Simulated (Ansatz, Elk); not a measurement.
# KBe2Te2: X-ray structure factors from the self-consistent density

The structure of KBe2Te2 used here is made up (a known structure type with other elements) and was relaxed beforehand with r2SCAN. The aim is the Fourier transform of its all-electron density, F(hkl), set beside the sum over free spherical atoms that refinements use.

Calculated with Elk 11.2.3 (patched build); DFT, PBE, all-electron APW+lo, Dirac cores, scalar-relativistic bands, static density, no spin.

This account leaves out most program logs.

The structure was built from a prototype and need not be the compound's stable phase.

**1. The starting structure**

It takes space group I4/mmm (No. 139, tetragonal). Conventional cell: a = 4.386 Å, b = 4.386 Å, c = 13.622 Å, α = 90.00°, β = 90.00°, γ = 90.00°. Nearest to Te lie 4 Be at 2.54 Å and 4 K at 3.76 Å. Nearest to K lie 8 Te at 3.76 Å. Nearest to Be lie 4 Te at 2.54 Å. Farther neighbours and most contacts between anions are not listed.

**2. Ground state and structure factors**

An all-electron density is needed, since X-rays see the cores too. Task 0 finds the density and task 195 Fourier-transforms it; tshift is off so that phases refer to the origin typed.

Input file elk.in:

```
tasks
  0
  195

xctype
  20

spinpol
  .false.

rgkmax
  7.0

gmaxvr
  14.0

lmaxo
  7

lmaxapw
  8

swidth
  0.002

tshift
  .false.

ramdisk
  .false.

hmaxvr
  5.5

maxscl
  120

epspot
  1e-06

sppath
  './'

avec
  -4.14405905340 4.14405905340 12.87076540724
  4.14405905340 -4.14405905340 12.87076540724
  4.14405905340 4.14405905340 -12.87076540724

atoms
  3
  'Te.in'
  2
  0.3436024336 0.3436024336 0.0000000000   0.000000 0.000000 0.000000
  0.6563975664 0.6563975664 0.0000000000   0.000000 0.000000 0.000000
  'K.in'
  1
  0.0000000000 0.0000000000 0.0000000000   0.000000 0.000000 0.000000
  'Be.in'
  2
  0.2500000000 0.7500000000 0.5000000000   0.000000 0.000000 0.000000
  0.7500000000 0.2500000000 0.5000000000   0.000000 0.000000 0.000000

ngridk
  7 7 7
```

On the command line:

```
$ OMP_NUM_THREADS=4 elk
```

Run time: 43 s. Hardware: 4 threads of Arm Neoverse V2, shared host; peak memory 0.26 GiB; 2 min of CPU time.

SFACRHO.OUT:

```text

h k l indices transformed by vhmat matrix:
   1.000000000       0.000000000       0.000000000    
   0.000000000       1.000000000       0.000000000    
   0.000000000       0.000000000       1.000000000    

      h      k      l  multipl.   |H|            Re(F)            Im(F)           |F|

      0      0      0      1   0.0000000       131.00000      0.24340749E-16   131.00000    
      1      1     -1      2  0.48817495      -27.814869     -0.23068908E-14   27.814869    
     -1      0      1      8  0.79642171      -36.073962      -0.0000000       36.073962    
      2      2     -2      2  0.97634991      -43.149467      0.43596461E-14   43.149467    
     -1     -2      2      8   1.0540005       102.05070      -0.0000000       102.05070    
      0      0      1      4   1.0721090       98.350715      0.41656888E-15   98.350715    
     -1     -1      2      8   1.1780206      -14.048080     -0.86163371E-15   14.048080    
     -3     -2      2      8   1.4367241      -2.9847813      -0.0000000       2.9847813    
      1      3     -2      8   1.4500610      -47.795255     -0.25851292E-14   47.795255    
     -3     -3      3      2   1.4645249       83.956653      0.14287839E-14   83.956653    
      1     -1      1      4   1.5161911       96.683512     -0.25424968E-15   96.683512    
     -2      0      0      8   1.5928434      -21.311292      0.89323548E-15   21.311292    
      1      0      1     16   1.7126362      -30.360826      -0.0000000       30.360826    
      3      1     -3      8   1.8033564      -37.730716      0.28546653E-14   37.730716    
     -2     -4      3      8   1.8150071       84.436588     -0.12877016E-14   84.436588    
     -2     -1      3     16   1.8465515       84.432142      -0.0000000       84.432142    
     -4     -3      4      8   1.8692418      -49.725129      -0.0000000       49.725129    
      4      4     -4      2   1.9526998       13.946668      0.78507790E-14   13.946668
```

Elk indexes on the primitive cell of elk.in and gives |H| = 4π sin θ/λ in inverse bohr. Below, one row stands for each form hkl of the conventional cell (m members, Friedel mates merged), F is for one primitive cell and the density is static (no thermal factor). Free-atom factors are Waasmaier and Kirfel's, and R is Σm||F|−|F'||/Σm|F|.

| hkl | m | sin θ/λ (Å⁻¹) | abs F, DFT | neutral atoms | diff. |
| --- | --- | --- | --- | --- | --- |
| 002 | 2 | 0.073 | 27.815 | 27.578 | +0.237 |
| 101 | 8 | 0.120 | 36.074 | 35.871 | +0.203 |
| 004 | 2 | 0.147 | 43.150 | 43.159 | -0.010 |
| 103 | 8 | 0.159 | 102.051 | 101.901 | +0.150 |
| 110 | 4 | 0.161 | 98.351 | 98.403 | -0.052 |
| 112 | 8 | 0.177 | 14.048 | 14.249 | -0.200 |
| 105 | 8 | 0.216 | 2.985 | 2.986 | -0.001 |
| 114 | 8 | 0.218 | 47.795 | 47.842 | -0.047 |
| 006 | 2 | 0.220 | 83.957 | 84.049 | -0.093 |
| 200 | 4 | 0.228 | 96.683 | 96.619 | +0.064 |
| 202 | 8 | 0.239 | 21.311 | 21.375 | -0.063 |
| 211 | 16 | 0.258 | 30.361 | 30.428 | -0.067 |
| 204 | 8 | 0.271 | 37.731 | 37.700 | +0.031 |
| 116 | 8 | 0.273 | 84.437 | 84.556 | -0.120 |

**3. The highest occupied states alone**

An energy window below the Fermi level keeps the highest occupied states, to see at which angles they scatter; shallow core shells can lie inside it and anion s states outside. No new self-consistency is needed.

elk.in: that of step 2 with these lines changed.

```diff
@@ -1,3 +1,2 @@
 tasks
-  0
   195
@@ -40,2 +39,5 @@
 
+wsfac
+  -0.148650 0.518840
+
 sppath
```

On the command line:

```
$ OMP_NUM_THREADS=4 elk
```

Elapsed: 13 s, on 4 threads; peak memory 0.19 GiB; 15 s of CPU time.

States within 10 eV below the Fermi level hold 13.00 electrons; any levels below the window count with the cores. Their amplitudes can exceed the total, where window and core parts have opposite phase:

| hkl | sin θ/λ (Å⁻¹) | abs F, window | abs F, all |
| --- | --- | --- | --- |
| 002 | 0.073 | 4.682 | 27.815 |
| 101 | 0.120 | 2.234 | 36.074 |
| 004 | 0.147 | 0.806 | 43.150 |
| 103 | 0.159 | 1.832 | 102.051 |
| 110 | 0.161 | 0.806 | 98.351 |
| 112 | 0.177 | 0.432 | 14.048 |
| 105 | 0.216 | 0.129 | 2.985 |
| 114 | 0.218 | 0.411 | 47.795 |
| 006 | 0.220 | 0.202 | 83.957 |
| 200 | 0.228 | 0.321 | 96.683 |

**4. Another try**

In this try the input is made faulty on purpose, to show what that does.

The input is changed as shown.

elk.in: that of step 3 with these lines changed.

```diff
@@ -1,2 +1,3 @@
 tasks
+  0
   195
@@ -10,3 +11,3 @@
 rgkmax
-  7.0
+  3.5
 
@@ -34,3 +35,3 @@
 maxscl
-  120
+  60
 
@@ -38,5 +39,2 @@
   1e-06
-
-wsfac
-  -0.148650 0.518840
```

On the command line:

```
$ OMP_NUM_THREADS=4 elk
```

Elapsed: 28 s, on 4 threads; peak memory 0.25 GiB.

The run finished. A setting was moved off its sound value on purpose, so it serves as a test and not as the result.

The fault put into the input: a cutoff far too low.

Its structure factors differ from the first run's by R = 0.1 %.

**5. Another functional**

The difference from free atoms is small, so it is set against the change that LDA (Perdew-Wang) makes.

elk.in: that of step 4 with these lines changed.

```diff
@@ -5,3 +5,3 @@
 xctype
-  20
+  3
 
@@ -11,3 +11,3 @@
 rgkmax
-  3.5
+  7.0
 
@@ -35,3 +35,3 @@
 maxscl
-  60
+  120
```

On the command line:

```
$ OMP_NUM_THREADS=4 elk
```

The job ended after 29 s (4 threads; peak memory 0.22 GiB; 83 s of CPU time).

Against the first run R = 0.04 %; the largest change is -0.047 at 2 0 10.

**6. Basis size**

A smaller basis shows how fast F responds to it; the change is likely larger than the basis error of the first run, but doesn't show convergence.

elk.in: that of step 5 with these lines changed.

```diff
@@ -5,3 +5,3 @@
 xctype
-  3
+  20
 
@@ -11,3 +11,3 @@
 rgkmax
-  7.0
+  5.5
```

On the command line:

```
$ OMP_NUM_THREADS=4 elk
```

Wall time 34 s (4 threads); peak memory 0.26 GiB.

Against the first run R = 0.01 %; the largest change is +0.025 at 0 0 12.

**7. Settings against the effect**

| run | R against the first run (%) | R against neutral atoms, low angle (%) | wall time |
| --- | --- | --- | --- |
| PBE, rgkmax 7 | 0.00 | 0.20 | 43 s |
| LDA (Perdew-Wang) | 0.04 | 0.20 | 29 s |
| rgkmax 5.5 | 0.01 | 0.20 | 34 s |

**8. Outcome**

```yaml
r_against_neutral_atoms_sin_theta_lambda_0p3_a_minus1: 0.20 %
r_against_neutral_atoms_0p3_to_0p71_a_minus1: 0.16 %
```

What this shows: Independent neutral atoms miss the calculated amplitudes by R = 0.20 % below 0.3 Å⁻¹ and 0.16 % from there to 0.71 Å⁻¹; by shells, 0.49 % below 0.15 Å⁻¹ (3 forms), 0.18 % 0.15 to 0.3 (14 forms), 0.11 % 0.3 to 0.45 (27 forms), 0.17 % above 0.45 (105 forms). Bonding, aspherical density and the tables' own atoms all enter these figures, and the runs don't part them. The largest change of an amplitude is +0.24 electrons, at 002. The window's part falls from 13.0 electrons at the origin to at most 0.20 between 0.45 and 0.71 Å⁻¹. Below 0.3 Å⁻¹ the changes that finished (LDA (Perdew-Wang) and rgkmax 5.5) move F by R = 0.03 % at most, against the 0.20 % that separates it from free atoms. The k-mesh has no finished test. Part of the difference isn't bonding: the tables are fits to free atoms and ions calculated by other methods than this functional. Thermal motion, anomalous dispersion and extinction are left out.

[Logs are printed without paths, hosts, clocks, repeated set-up lines and the standing remarks that a program may print on its own settings, such as how far it seeks lower states.]

[Hosts, paths, dates, database ids (printed as entryN), source tags and the programs' standing remarks are cut or masked in the printed files.]
